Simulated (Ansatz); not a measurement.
The compound is BaCoS3 (cubic perovskite) (Pm-3m).

The structure was built from a prototype and need not be the compound's stable phase.

```
Ba Co S
1.0
     0.00000   -4.51671    0.00000
     0.00000    0.00000    4.51671
    -4.51671    0.00000    0.00000
Ba Co S
1 1 3
Direct
  0.00000 0.00000 0.00000
  0.50000 0.50000 0.50000
  0.50000 0.50000 0.00000
  0.50000 0.00000 0.50000
  0.00000 0.50000 0.50000
```

The structure was relaxed with LDA. The structure type comes from a generator and need not be one that this composition takes. The structure was generated from a model, not taken from a measurement. The runs that relaxed it are not among those shown. The program's search for lower electronic states was switched off, so nothing shows that the state found is the lowest. Spin-orbit coupling is left out unless a run names it. PAW set soft_2, made with PBE.

A constrained-RPA run (Ansatz 0.2.0; non-magnetic LDA; Co d + anion p, bands v12 to c2, 4×4×4 mesh, medium accuracy) builds 14 functions on bands 11 eV wide, with 23.0 electrons in the window. The bare on-site interaction is 23.4 eV and the bare J 0.80 eV.

What U and J survive the screening?

On the Co d shell, U = 6.60 eV (28 % of the bare value), U′ = 5.30 eV, J = 0.65 eV.

The parent state is non-magnetic and the interaction static (zero frequency); U depends on the window and the orbitals, so it belongs to this model alone. A window that holds the anion p bands defines a model with explicit ligands; its U belongs to that model and is not the U of DFT+U.

[Paths, hosts, dates, memory and timing lines, banners, echoed tables and standing remarks are left out of the program output.]

[Logs are printed without paths, hosts, clocks, repeated set-up lines and the standing remarks that a program may print on its own settings, such as how far it seeks lower states.]

[Runs of the session that timed out or met a known fault of the program may be left out.]

[Hosts, paths, dates, database ids (printed as entryN), source tags and the programs' standing remarks are cut or masked in the printed files.]
